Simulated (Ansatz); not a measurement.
**LiPtF3 (built on the sites of a database entry of KPdF3): following an unstable mode**

Aim: this structure of LiPtF3 (built on the sites of a database entry of KPdF3) is to be tested for unstable modes, and one is followed downhill.

Method: DFT LDA, scalar-relativistic, plane waves, PAW, in Ansatz 0.2.0.

The structure was built from a prototype and need not be the compound's stable phase.

## 1. The structure

Symmetry: Pm-3m, No. 221, cubic system. Conventional cell: a = 4.209 Å, b = 4.209 Å, c = 4.209 Å, α = 90.00°, β = 90.00°, γ = 90.00°. Nearest to Li lie 12 F at 2.98 Å. Pt has 6 F at 2.10 Å nearest. F has 2 Pt at 2.10 Å nearest. Farther neighbours and most contacts between anions are not listed.

Coordinates:

```cif
data_structure
_symmetry_space_group_name_H-M 'Pm-3m'
_symmetry_Int_Tables_number 221
_cell_length_a 4.2089
_cell_length_b 4.2089
_cell_length_c 4.2089
_cell_angle_alpha 90.000
_cell_angle_beta 90.000
_cell_angle_gamma 90.000
_cell_volume 74.56
loop_
_atom_site_label
_atom_site_type_symbol
_atom_site_symmetry_multiplicity
_atom_site_Wyckoff_symbol
_atom_site_fract_x
_atom_site_fract_y
_atom_site_fract_z
_atom_site_occupancy
Li1 Li 1 b 0.50000 0.50000 0.50000 1
Pt1 Pt 1 a 0.00000 0.00000 0.00000 1
F1 F 3 d 0.00000 0.50000 0.00000 1
```

## 2. The dispersion

The cell comes from relaxations at this level that are not shown. Stability and thermal properties need the whole zone. Linear response on a 4×4×4 q mesh gives force constants as far as a supercell of that size would.

The input, input.yaml:

```yaml
crystal:
  lattice:
    - [4.2088759491, 0.0, 0.0]
    - [0.0, 4.2088759491, 0.0]
    - [0.0, 0.0, 4.2088759491]
  atoms:
    - { symbol: Li, position: [0.5, 0.5, 0.5] }
    - { symbol: Pt, position: [0.0, 0.0, 0.0] }
    - { symbol: F, position: [0.0, 0.5, 0.0] }
    - { symbol: F, position: [0.0, 0.0, 0.5] }
    - { symbol: F, position: [0.5, 0.0, 0.0] }
kpoints:
  mp_grid: { grid: [8, 8, 8] }
hamiltonian:
  xc: lda
scf:
  occupations: { method: methfessel_paxton, width: 0.2 }
output:
  eigenvalues: true
phonons:
  method: dfpt
  qmesh: [4, 4, 4]
  temperatures: { t_max: 1000, t_step: 50 }
  qpath:
    path:
      - [[0.0, 0.0, 0.0], [0.0, 0.5, 0.0], [0.5, 0.5, 0.0], [0.0, 0.0, 0.0], [0.5, 0.5, 0.5], [0.0, 0.5, 0.0]]
      - [[0.5, 0.5, 0.5], [0.5, 0.5, 0.0]]
    npoints: 10
```

The run is started by

```bash
ansatz run input.yaml --threads 8 --pin off --max-ram 14336MiB --backend cpu --events-out ev --progress --plain --runs-dir out
```

Numbers of over 12 decimals in the logs are rounded to 6 here.

The log of the run:

```text
Engine: ansatz 0.2.0, aarch64-unknown-linux-gnu
Pseudopotentials: kind: paw
Pseudopotential: Li, paw, valence charge 3, recommended cutoff 420 eV (normal), Li.paw.azcp
Pseudopotential: Pt, paw, valence charge 18, recommended cutoff 420 eV (normal), Pt.paw.azcp
Pseudopotential: F, paw, valence charge 7, recommended cutoff 420 eV (normal), F.paw.azcp
Functional definition: SPW92
  exchange = slater_x
  correlation = pw_c
Crystal: 5 atoms, lattice volume = 74.559 Å³
Basis set: ecut = 420 eV, 1419 PW (Γ), exchange–correlation on 60×60×60 points (8 copies of the dense FFT grid, shifted against one another)
Bands: 26, of which v1, the nominal top of the filled ones, is band 21 counted from 1 (20 counted from 0)
Symmetry: 48 space group operations
k-points: 35 of 512
Non-local potential: Li, projectors of the file, l = 0: 3, l = 1: 2, l = 2: 1
Non-local potential: Pt, projectors of the file, l = 0: 3, l = 1: 2, l = 2: 2, l = 3: 1
Non-local potential: F, projectors of the file, l = 0: 2, l = 1: 2, l = 2: 1
PAW form: soft (Blöchl's): semilocal exchange-correlation on the pseudo side does not see the compensation charge
PAW frozen core: Pt, regenerated for the run's functional, and the local potential with it (the file was generated under x = pbe(κ = 0.804, μ = 0.219515), c = pbe(β = 0.066725))
PAW frozen core: F, regenerated for the run's functional, and the local potential with it (the file was generated under x = pbe(κ = 0.804, μ = 0.219515), c = pbe(β = 0.066725))
PAW one-centre angular grid: Li, 110 points (default); XC on 64 Gauss nodes
PAW one-centre angular grid: Pt, 590 points (default); XC on 64 Gauss nodes
PAW one-centre angular grid: F, 110 points (default); XC on 64 Gauss nodes
Initial density: superposition of atomic densities (neutral atoms: chi_scale 0, normalization atom), corrected by the library's trained network
Initial wavefunctions: pseudopotential atomic-orbital guess
Functional: x = slater, c = lda
SCF iter   1: F=—  HF=-14825.586362 eV  |F-HF|=—  |Δ(HF+E_count)|=         —  Δρ=1.60e-2  dr2=1.33e-1  ethr=1.77e-3  ⟨swp⟩=5.1  Hψ=3408  notcnv=0
preconditioner: auto → none  [metal: Δε(μ)=0.050 eV  Ē_g=12.369 eV  σ=0.200 eV  W_gap=0.20  n_scr=18 (ndim 8)  ℏωp=24.3 eV  f_vac=0.284  D(μ)=0.78/eV (n_scr^D=0)  sad-step TF]
SCF iter   2: F=—  HF=-14825.549202 eV  |F-HF|=—  |Δ(HF+E_count)|=   3.72e-2  S|Δr|=    0.00e0  Δρ=3.99e-3  dr2=9.95e-3  ethr=3.17e-4  ⟨swp⟩=2.4  Hψ=1652  notcnv=0  defer=7
SCF iter   3: F=—  HF=-14825.547300 eV  |F-HF|=—  |Δ(HF+E_count)|=   1.90e-3  S|Δr|=    0.00e0  Δρ=2.49e-3  dr2=4.83e-3  ethr=2.37e-5  ⟨swp⟩=2.1  Hψ=1367  notcnv=0  defer=8
SCF iter   4: F=—  HF=-14825.546197 eV  |F-HF|=—  |Δ(HF+E_count)|=   1.10e-3  S|Δr|=    0.00e0  Δρ=1.06e-3  dr2=4.05e-4  ethr=1.15e-5  ⟨swp⟩=2.0  Hψ=1349  notcnv=0  defer=8
SCF iter   5: F=—  HF=-14825.546105 eV  |F-HF|=—  |Δ(HF+E_count)|=   9.20e-5  S|Δr|=    0.00e0  Δρ=1.96e-4  dr2=1.31e-5  ethr=9.65e-7  ⟨swp⟩=2.7  Hψ=1588  notcnv=0  defer=8
SCF iter   6: F=—  HF=-14825.546109 eV  |F-HF|=—  |Δ(HF+E_count)|=   3.75e-6  S|Δr|=    0.00e0  Δρ=1.61e-5  dr2=8.32e-8  ethr=3.12e-8  ⟨swp⟩=2.5  Hψ=1479  notcnv=0  defer=8
SCF iter   7: F=—  HF=-14825.546108 eV  |F-HF|=—  |Δ(HF+E_count)|=   1.25e-7  S|Δr|=    0.00e0  Δρ=1.18e-6  dr2=6.17e-10  ethr=1.98e-10  ⟨swp⟩=2.0  Hψ=1632  notcnv=0  defer=7
SCF iter   8: F=—  HF=-14825.546108 eV  |F-HF|=—  |Δ(HF+E_count)|=  5.78e-10  S|Δr|=    0.00e0  Δρ=1.64e-7  dr2=1.17e-11  ethr=1.47e-12  ⟨swp⟩=2.0  Hψ=1481  notcnv=0  defer=7
SCF iter   9: F=-14825.546108 eV  HF=-14825.546108 eV  |F-HF|=7.28e-12  |Δ(HF+E_count)|=  7.28e-12  S|Δr|=    0.00e0  Δρ=2.21e-8  dr2=1.98e-13  ethr=1.00e-12  ⟨swp⟩=6.3  Hψ=3486  notcnv=0
SCF 1 converged in 9 iterations: F = -14825.546108 eV  dr2 = 1.98e-13
  greatest PAW one-centre occupation: 1.000 electrons in one spin orbital (limit 2), on the Pt atom at site 1 (counted from 0), in its partial waves of l = 0
Initial density: read from a saved state, or passed on in memory by an earlier SCF of this step, an earlier step, the calling program or the single point that the run made first
iter 1 solved again at ethr=1.86e-7 eV; its pass at ethr=3.10e-3 eV (dr2=7.83e-5 eV) is discarded
SCF iter   1: F=—  HF=-14825.546115 eV  |F-HF|=—  |Δ(HF+E_count)|=         —  Δρ=6.54e-7  dr2=1.98e-10  ethr=1.86e-7  ⟨swp⟩=3.0  Hψ=5666  notcnv=0
eigensolver tolerance schedule: the retry pair's looser diagonalisation over-reported the residual by 395017.22 of it (diagonalisation noise at an unbounded share of the residual, at the tolerance the schedule requests for it); recorded, not acted on — ethr = c·dr2/N_el stays at c = 1.0e-1
preconditioner: auto → none  [metal: Δε(μ)=0.050 eV  Ē_g=12.517 eV  σ=0.200 eV  W_gap=0.21  n_scr=18 (ndim 8)  ℏωp=24.3 eV  f_vac=0.275  D(μ)=0.74/eV (n_scr^D=0)]
SCF iter   2: F=—  HF=-14825.546108 eV  |F-HF|=—  |Δ(HF+E_count)|=   6.76e-6  S|Δr|=    0.00e0  Δρ=6.92e-7  dr2=2.42e-10  ethr=1.00e-12  ⟨swp⟩=3.1  Hψ=2237  notcnv=0
SCF iter   3: F=—  HF=-14825.546108 eV  |F-HF|=—  |Δ(HF+E_count)|=  6.91e-11  S|Δr|=    0.00e0  Δρ=2.81e-7  dr2=3.91e-11  ethr=1.00e-12  ⟨swp⟩=1.9  Hψ=1233  notcnv=0
SCF iter   4: F=—  HF=-14825.546108 eV  |F-HF|=—  |Δ(HF+E_count)|=  1.09e-11  S|Δr|=    0.00e0  Δρ=1.99e-7  dr2=1.86e-11  ethr=1.00e-12  ⟨swp⟩=1.0  Hψ=910  notcnv=0
SCF iter   5: F=—  HF=-14825.546108 eV  |F-HF|=—  |Δ(HF+E_count)|=    0.00e0  S|Δr|=    0.00e0  Δρ=1.54e-7  dr2=1.11e-11  ethr=1.00e-12  ⟨swp⟩=2.0  Hψ=1502  notcnv=0
SCF iter   6: F=-14825.546108 eV  HF=-14825.546108 eV  |F-HF|=3.64e-12  |Δ(HF+E_count)|=  7.28e-12  S|Δr|=    0.00e0  Δρ=5.07e-8  dr2=1.17e-12  ethr=1.00e-12  ⟨swp⟩=2.0  Hψ=1787  notcnv=0
SCF 2 converged in 6 iterations: F = -14825.546108 eV  dr2 = 1.17e-12
phonons: the bands overlap, so this run is a metal and interpolates without the dipole-dipole term. If the crystal is really an insulator or semiconductor, its LO-TO splitting is missing
NSCF: frozen V_eff on 35 k-points
NSCF: frozen V_eff on 125 k-points
DFPT response loops at q = (0, 0, 0) (fractional): preconditioner auto → none (partly filled bands, converged f_vac=0.275); β = 0.50; Broyden in place of MSR1
NSCF: frozen V_eff on 400 k-points
DFPT response loops at q = (0, 0, 0.25) (fractional): mixed as the last ones told, above
NSCF: frozen V_eff on 250 k-points
DFPT response loops at q = (0, 0, -0.5) (fractional): mixed as the last ones told, above
NSCF: frozen V_eff on 640 k-points
DFPT response loops at q = (0, 0.25, 0.25) (fractional): mixed as the last ones told, above
NSCF: frozen V_eff on 400 k-points
DFPT response loops at q = (0, 0.25, -0.5) (fractional): mixed as the last ones told, above
NSCF: frozen V_eff on 250 k-points
DFPT response loops at q = (0, -0.5, -0.5) (fractional): mixed as the last ones told, above
NSCF: frozen V_eff on 1024 k-points
DFPT response loops at q = (0.25, 0.25, 0.25) (fractional): mixed as the last ones told, above
NSCF: frozen V_eff on 640 k-points
DFPT response loops at q = (0.25, 0.25, -0.5) (fractional): mixed as the last ones told, above
NSCF: frozen V_eff on 400 k-points
DFPT response loops at q = (0.25, -0.5, -0.5) (fractional): mixed as the last ones told, above
NSCF: frozen V_eff on 250 k-points
DFPT response loops at q = (-0.5, -0.5, -0.5) (fractional): mixed as the last ones told, above
SCF converged after 9 iterations
Stability not checked: this state was not tested for a lower state beside it, because cold or Methfessel-Paxton smearing, or corrected tetrahedra, fill the levels in a way that the test cannot read (fill_not_monotonic; see scf.lower_state_search)
Free energy (F): -14825.546108 eV
Harris-Foulkes:  -14825.546108 eV  (|F-HF|=7.28e-12)
Internal energy: -14825.547969 eV  (E = F + TS)
E sigma→0 (E₀):  -14825.546574 eV
Entropy (-TS):   0.001861 eV (0.372 meV/atom)
Fermi energy:    6.382456 eV
--- Per-component energies (eV) ---
  E_band       = -613.805985
  E_kinetic    = 1272.099590
  E_local      = -5277.141089  (includes V_loc(G=0)·N_el)
  E_nonlocal   = 405.061196
  E_hartree    = 2053.278229
  E_xc         = -500.831064
  E_vxc        = -614.060371  (∫ρ·V_xc dr)
  E_paw        = -9758.375330  (= ΣΔE_a)
  E_vpaw       = -506.327930  (= ΣTr[D̂ρ^β])
  E_aug_tail   = 0.006159  (compensation charges beyond the density's cutoff)
  E_ewald      = -3020.449283
  E_core_change = 0.803625  (= ΣΔE_core)
  E_smearing   = 0.001861  (= −TS)
  E_closure    = 0.000000  (closes the sum)
  Σ components = -14825.546108   (vs F -14825.546108, Δ=0.00e0)
--- Band table (eV; the first three rows and the last of 35) ---
  k-point 0: bands = [... 17 lower, 3.7755, 3.7755, 3.7755, 4.8811, 4.8811, 6.1481, 11.4932, 13.2093, ... 1 higher]
  k-point 1: bands = [... 17 lower, 3.7787, 3.9538, 3.9538, 4.8830, 5.2248, 6.4201, 11.4871, 12.6457, ... 1 higher]
  k-point 2: bands = [... 17 lower, 3.7866, 4.3439, 4.3439, 4.8874, 5.6857, 7.2690, 11.0356, 12.4420, ... 1 higher]
  k-point 34: bands = [... 17 lower, 5.4606, 5.4606, 5.4606, 8.4248, 8.4248, 10.6100, 11.9914, 11.9914, ... 1 higher]
--- Phonons (Γ-DFPT): 4 representative perturbations + reference (Σ response iterations 13) ---
  ASR residual: 1.809e-5 → 0.000e0 eV/Å²; symmetrization residual: 1.114e-6 eV/Å²
  ASR residual per site (eV/Å²): 6.81e-8 1.81e-5 1.69e-5 1.69e-5 1.69e-5
  Γ frequencies (cm⁻¹): -219.85 -219.85 -219.85 0.00 0.00 0.00 77.88 77.88 77.88 139.39 139.39 139.39 509.88 509.88 509.88
--- Phonons (arbitrary-q DFPT): 10 irreducible q on the 4×4×4 mesh ---
  q = [0.0000, 0.0000, 0.0000] (star 1, of the zone-centre solve; hermiticity 1.12e-7, symmetrization 7.46e-13): -219.85 -219.85 -219.85 -0.00 -0.00 0.00 77.88 77.88 77.88 139.39 139.39 139.39 509.88 509.88 509.88
  q = [0.0000, 0.0000, 0.2500] (star 6, 9 solved perturbations in 1560 linear systems a pass and spin channel, the states on 200 of 512 k-point pairs; hermiticity 1.68e-7, symmetrization 1.49e-13): -215.81 -215.81 -161.23 -32.96 -32.96 47.30 47.30 81.93 83.06 120.69 120.69 157.81 395.26 509.67 509.67
  q = [0.0000, 0.0000, -0.5000] (star 3, 9 solved perturbations in 975 linear systems a pass and spin channel, the states on 125 of 512 k-point pairs; hermiticity 2.22e-7, symmetrization 3.30e-13): -213.06 -213.06 -77.42 -77.42 -18.66 -18.66 18.55 82.71 90.08 98.24 98.24 202.36 232.45 509.30 509.30
  q = [0.0000, 0.2500, 0.2500] (star 12, 9 solved perturbations in 2460 linear systems a pass and spin channel, the states on 320 of 512 k-point pairs; hermiticity 1.43e-7, symmetrization 4.10e-14): -210.69 -204.33 -159.46 -61.11 -49.14 -45.76 47.95 71.07 86.78 99.85 158.49 163.83 350.61 424.26 509.49
  q = [0.0000, 0.2500, -0.5000] (star 12, 15 solved perturbations on 200 of 512 k-point pairs; hermiticity 2.04e-7, symmetrization 6.35e-13): -205.96 -199.66 -153.92 -103.61 -96.04 -67.16 46.87 65.67 76.98 112.22 169.02 206.05 211.40 401.06 509.14
  q = [0.0000, -0.5000, -0.5000] (star 3, 9 solved perturbations in 975 linear systems a pass and spin channel, the states on 125 of 512 k-point pairs; hermiticity 2.30e-7, symmetrization 3.39e-14): -196.73 -186.72 -186.72 -134.19 -114.91 -114.91 -46.99 58.96 123.62 123.62 175.41 212.42 212.42 282.65 508.76
  q = [0.2500, 0.2500, 0.2500] (star 8, 4 solved perturbations in 1376 linear systems a pass and spin channel, the states on 512 of 512 k-point pairs; hermiticity 1.17e-7, symmetrization 3.65e-13): -210.84 -210.84 -160.01 -72.76 -72.76 -65.25 21.17 79.91 79.91 148.07 148.07 166.28 350.53 350.53 447.06
  q = [0.2500, 0.2500, -0.5000] (star 12, 9 solved perturbations in 2460 linear systems a pass and spin channel, the states on 320 of 512 k-point pairs; hermiticity 1.47e-7, symmetrization 2.83e-13): -217.80 -194.71 -187.23 -117.21 -104.86 -76.99 71.14 87.13 109.20 116.59 164.86 201.43 202.76 343.78 437.45
  q = [0.2500, -0.5000, -0.5000] (star 6, 9 solved perturbations in 1560 linear systems a pass and spin channel, the states on 200 of 512 k-point pairs; hermiticity 1.70e-7, symmetrization 1.60e-13): -214.32 -208.76 -208.76 -134.43 -114.22 -114.22 92.46 99.89 126.46 126.46 160.79 199.57 199.57 234.77 417.97
  q = [-0.5000, -0.5000, -0.5000] (star 1, 4 solved perturbations in 350 linear systems a pass and spin channel, the states on 125 of 512 k-point pairs; hermiticity 1.12e-8, symmetrization 4.60e-13): -225.36 -225.36 -225.36 -134.68 -134.68 -134.68 140.51 140.51 140.51 163.83 163.83 179.39 179.39 179.39 365.70
  sum rule: each row above includes the acoustic sum rule's correction from the zone centre's row sums; it moved no ω² by more than (0.49 cm⁻¹)²
  mesh force constants: q→R imaginary residual 3.25e-19; ASR residual 1.809e-5 → 0.000e0 eV/Å²; symmetrization residual 1.066e-14 eV/Å²
  interpolated dispersion: 62 rows × 15 modes
  density of states and harmonic sums: on the 16×16×16 q-mesh, interpolated from the force constants of a 4×4×4 supercell (no non-analytic term)
  largest difference from the sums on the solved wave vectors: F 3.49e-2 eV, S 4.46e-5 and C_V 9.70e-6 eV/K
  zero-point energy: 0.112999 eV/cell   skipped modes (ω ≤ 0): 959, of them read as no rigid motion or as one in doubt: 956 (5.840e0 modes/cell left out, lowest -225.36 cm⁻¹)   left out of the sums: 3.89e-1 of the cell's modes: C_V's classical limit lies that fraction below 3 k_B per atom; for a crystal, a wire or a layer, F and S can be off by more, and a phonons.interpolated_qmesh denser along its periods is the remedy for the sampling
```

Elapsed: 11 min, on 8 threads of Arm Neoverse N1, shared host; peak memory 2.3 GiB; 86 min of CPU time.

Numbers from this step:

```
volume per atom                                         : 14.91 Å³
gap on the k-mesh                                       : 0 eV
sum-rule residual before enforcement                    : 1.81e-5 eV/Å²
lowest frequency on the path                            : -225.4 cm⁻¹
point group                                             : m-3m
highest frequency on the path or at a solved wavevector : 509.9 cm⁻¹
highest optical mode at the zone centre (no LO-TO term) : 509.9 cm⁻¹
lowest optical zone-centre mode                         : -219.8 cm⁻¹
lowest mode on the q mesh (acoustic modes at Γ apart)   : -225.4 cm⁻¹
```

Frequencies (cm⁻¹) solved at each irreducible wavevector; negative means imaginary. Frequencies by wavevector, by row:

```csv
q in reciprocal lattice units,star,mode 1,mode 2,mode 3,mode 4,mode 13,mode 14,mode 15
0 0 0,1,-219.8,-219.8,-219.8,0,509.9,509.9,509.9
0 0 0.25,6,-215.8,-215.8,-161.2,-33,395.3,509.7,509.7
0 0 -0.5,3,-213.1,-213.1,-77.4,-77.4,232.4,509.3,509.3
0 0.25 0.25,12,-210.7,-204.3,-159.5,-61.1,350.6,424.3,509.5
0 0.25 -0.5,12,-206,-199.7,-153.9,-103.6,211.4,401.1,509.1
0 -0.5 -0.5,3,-196.7,-186.7,-186.7,-134.2,212.4,282.6,508.8
0.25 0.25 0.25,8,-210.8,-210.8,-160,-72.8,350.5,350.5,447.1
0.25 0.25 -0.5,12,-217.8,-194.7,-187.2,-117.2,202.8,343.8,437.4
0.25 -0.5 -0.5,6,-214.3,-208.8,-208.8,-134.4,199.6,234.8,418
-0.5 -0.5 -0.5,1,-225.4,-225.4,-225.4,-134.7,179.4,179.4,365.7
```

Interpolated from a 4×4×4 q mesh. Phonon branches along the path, in cm⁻¹:

```csv
point,branch 1,branch 2,branch 3,branch 4,branch 12,branch 13,branch 14,branch 15
Γ,-220,-220,-220,0,139,510,510,510
halfway,-216,-216,-161,-33,158,395,510,510
X,-213,-213,-77,-77,202,232,509,509
halfway,-206,-200,-154,-104,206,211,401,509
M,-197,-187,-187,-134,212,212,283,509
halfway,-211,-204,-160,-61,164,351,424,510
Γ,-220,-220,-220,0,139,510,510,510
halfway,-211,-211,-160,-73,166,350,350,447
R,-225,-225,-225,-135,179,179,179,366
halfway,-218,-195,-187,-117,201,203,344,438
X,-213,-213,-77,-77,202,232,509,509
jump to R,-225,-225,-225,-135,179,179,179,366
halfway,-214,-209,-209,-134,200,200,235,418
M,-197,-187,-187,-134,212,212,283,509
```

Symmetry leaves 10 wavevectors to solve. The lowest mode among them, the acoustic zeros apart, lies at q = (-0.5, -0.5, -0.5) and is imaginary, 225.4i cm⁻¹, so the energy falls along it.

## 3. The mode frozen in, largest atomic shift 0 Å

The mode followed lies at Γ with frequency 219.9i cm⁻¹ and is 3-fold degenerate, one of the unstable modes though not the softest. At small amplitude the distorted cell has space group no. 99 by a symmetry search on the positions. The undistorted cell that holds it gives the zero of energy on the same k mesh.

input.yaml, the sections that differ from step 2:

```yaml
output:
  forces: true
  stress: true
  eigenvalues: true
# crystal, kpoints, hamiltonian, scf: as in step 2
# phonons: removed
```

The log of the run:

```text
[...]
Crystal: 5 atoms, lattice volume = 74.559 Å³
Basis set: ecut = 420 eV, 1419 PW (Γ)
Bands: 26, of which v1, the nominal top of the filled ones, is band 21 counted from 1 (20 counted from 0)
Symmetry: 48 space group operations
[...]
k-points: 35 of 512
[...]
k-point 0: bands = [... 17 lower, 3.7755, 3.7755, 3.7755, 4.8811, 4.8811, 6.1481, 11.4933, 13.2093, ... 1 higher]
  k-point 1: bands = [... 17 lower, 3.7787, 3.9538, 3.9538, 4.8830, 5.2248, 6.4201, 11.4871, 12.6458, ... 1 higher]
  k-point 2: bands = [... 17 lower, 3.7866, 4.3439, 4.3439, 4.8874, 5.6857, 7.2690, 11.0356, 12.4420, ... 1 higher]
  k-point 34: bands = [... 17 lower, 5.4606, 5.4606, 5.4606, 8.4248, 8.4248, 10.6100, 11.9915, 11.9915, ... 1 higher]
[key lines of the parts left out:]
SCF converged after 7 iterations
Free energy (F): -14825.546105 eV
Fermi energy:    6.382462 eV
P = ⅓ Tr σ = -0.0033 GPa (-0.033 kbar)
```

The job ended after 1.2 s (8 threads; peak memory 0.42 GiB).

Numbers from this step:

```yaml
pressure: -0.003253 GPa
energy_from_the_undistorted_cell: 0 meV/atom
```

The run ends at a pressure of 0.00 GPa.

## 4. The mode frozen in, largest atomic shift 0.6 Å

The atoms are moved along the unstable eigenvector, the largest shift by 0.6 Å, with the cell fixed.

input.yaml, the sections that differ from step 3:

```yaml
crystal:
  lattice:
    - [4.2088759491, 0.0, 0.0]
    - [0.0, 4.2088759491, 0.0]
    - [0.0, 0.0, 4.2088759491]
  atoms:
    - { symbol: Li, position: [0.5, 0.3574441235, 0.5] }
    - { symbol: Pt, position: [0.0, 0.0001250889, 0.0] }
    - { symbol: F, position: [0.0, 0.5001630546, 0.0] }
    - { symbol: F, position: [0.0, 0.0253136316, 0.5] }
    - { symbol: F, position: [0.5, 0.0253136316, 0.0] }
# kpoints, hamiltonian, scf, output: as in step 3
```

The log of the run:

```text
[...]
Crystal: 5 atoms, lattice volume = 74.559 Å³
Basis set: ecut = 420 eV, 1419 PW (Γ)
Bands: 26, of which v1, the nominal top of the filled ones, is band 21 counted from 1 (20 counted from 0)
Symmetry: 8 space group operations
[...]
k-points: 75 of 512 (time reversal used)
[...]
k-point 0: bands = [... 17 lower, 3.6422, 3.7349, 3.7349, 4.7898, 4.8113, 6.2028, 11.3092, 13.2931, ... 1 higher]
  k-point 1: bands = [... 17 lower, 3.7360, 3.8143, 3.8629, 4.8075, 5.1492, 6.4652, 11.3423, 12.8109, ... 1 higher]
  k-point 2: bands = [... 17 lower, 3.7454, 4.1889, 4.2060, 4.8125, 5.6157, 7.2923, 11.0900, 12.5066, ... 1 higher]
  k-point 74: bands = [... 17 lower, 5.2793, 5.3447, 5.3447, 8.2110, 8.3006, 10.4159, 12.1381, 12.1381, ... 1 higher]
[key lines of the parts left out:]
SCF converged after 7 iterations
Free energy (F): -14825.772748 eV
Fermi energy:    6.298234 eV
P = ⅓ Tr σ = 0.1877 GPa (1.877 kbar)
```

Wall time 3.8 s (8 threads); peak memory 0.54 GiB; 27 s of CPU time.

This step gave:

| Item | Value |
| --- | --- |
| pressure | 0.1877 GPa |
| energy from the undistorted cell | -45.35 meV/atom |

The energy, extrapolated to zero smearing, is -45.35 meV/atom against the undistorted cell.

The run ends at a pressure of 0.19 GPa, with forces up to 0.56 eV/Å.

[end of part 1 of 2]

[Logs are printed without paths, hosts, clocks, repeated set-up lines and the standing remarks that a program may print on its own settings, such as how far it seeks lower states.]

[Hosts, paths, dates, database ids (printed as entryN), source tags and the programs' standing remarks are cut or masked in the printed files.]
